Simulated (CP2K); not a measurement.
Two runs for the C K edge of borylacetaldehyde. Run A: CP2K XAS_TDP, all-electron GAPW, PBEh(45%), aug-cc-pVDZ, TDA, no relativity. Run B differs in one setting.

First lines with a strength over 0.0015. A:

| atom | energy (eV) | states | strength, one atom |
| --- | --- | --- | --- |
| C2 (bonded to B, C and 2 H) | 281.62 | 1 | 0.0023 |
|  | 283.77 | 1 | 0.0186 |
|  | 284.50 | 1 | 0.0175 |
|  | 285.25 | 1 | 0.0034 |
|  | 285.48 | 1 | 0.0035 |
| C3 (bonded to C, O and H) | 281.79 | 1 | 0.0706 |
|  | 285.24 | 1 | 0.0029 |
|  | 286.62 | 1 | 0.0153 |
|  | 287.46 | 1 | 0.0022 |
|  | 288.02 | 1 | 0.0016 |

B:

| atom | energy (eV) | states | strength, one atom |
| --- | --- | --- | --- |
| C2 (bonded to B, C and 2 H) | 269.30 | 1 | 0.0034 |
|  | 270.21 | 1 | 0.0018 |
|  | 271.15 | 1 | 0.0016 |
|  | 271.97 | 1 | 0.0020 |
|  | 272.58 | 1 | 0.0082 |
| C3 (bonded to C, O and H) | 270.22 | 1 | 0.0426 |
|  | 271.97 | 1 | 0.0017 |
|  | 273.29 | 1 | 0.0027 |
|  | 274.15 | 1 | 0.0020 |
|  | 274.50 | 1 | 0.0029 |

Which was it: the functional, the basis, GW2X switched on, scalar relativity switched on?

The functional (functional from PBEh(45%) to PBE; the lines alone don't name the new value). A functional moves all lines by electronvolts and changes their spacings and strengths. Against PBEh(45%) in aug-cc-pVDZ, the leading line moves by -11.57 eV, to 270.22 eV; the strength of C3's goes from 0.0706 to 0.0426. For C2 the rule picks another line of the list in the two runs, so no shift is given. The next line of C3 over the strength cut lies 1.75 eV higher, against 3.45.

[Hosts, paths, dates, database ids (printed as entryN), source tags and the programs' standing remarks are cut or masked in the printed files.]
